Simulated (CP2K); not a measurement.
Consider acrylamide at its PBE geometry (Å).

```xyz
10

C    -1.7750   -0.2196    0.3751
C    -0.5679   -0.4078   -0.1671
C     0.5888    0.4628    0.2089
N     1.7692    0.1388   -0.4191
O     0.5098    1.3943    1.0175
H    -1.9205    0.5797    1.1030
H    -2.6260   -0.8451    0.1086
H    -0.4006   -1.2027   -0.8987
H     1.8325   -0.6015   -1.1061
H     2.5895    0.7011   -0.2220
```

Method: CP2K XAS_TDP, all-electron GAPW, PBEh(45%), aug-cc-pVDZ, TDA, GW2X-corrected core level, no relativity.

Q: Predict the bright core excitations at the C K edge.

Leading lines: C1 286.49 eV, C2 286.88 eV and C3 289.65 eV. The leading line of an atom is its first one with 35 % of the strongest within 2.5 eV of its lowest line over the strength cut. Core ionisation energies at this level: C2 292.50, C3 295.65 and C1 292.65 eV.

The first six lines of each atom with a strength over 0.0015:

```tsv
atom	energy (eV)	states	strength, one atom	above the computed threshold
C1 (bonded to C and 2 H)	286.49	1	0.0527	
	290.65	1	0.0083	
	291.35	1	0.0026	
	291.57	1	0.0116	
	292.33	1	0.0067	
	292.35	1	0.0036	
C2 (bonded to 2 C and H)	286.88	1	0.0383	
	290.21	1	0.0125	
	291.23	1	0.0154	
	291.31	1	0.0020	
	291.56	1	0.0050	
	292.22	1	0.0039	
C3 (bonded to C, N and O)	289.65	1	0.0609	
	293.81	1	0.0173	
	294.57	1	0.0016	
	295.45	1	0.0019	
	295.52	1	0.0025	
	296.16	1	0.0036	yes
```

Lines are vertical, at one geometry, with no vibrational structure. GW2X ionisation energies and lines can be off by 1 to 2 eV either way, and a good line position may hide errors that cancel. These values hold no scalar relativity, about 0.1 eV for C 1s. Rydberg lines, and the discretised continuum above threshold, depend on the basis and the box.

[Banner, clock and machine lines of the logs are left out without a mark of their own.]

[Logs are printed without paths, hosts, clocks, repeated set-up lines and the standing remarks that a program may print on its own settings, such as how far it seeks lower states.]

[Hosts, paths, dates, database ids (printed as entryN), source tags and the programs' standing remarks are cut or masked in the printed files.]
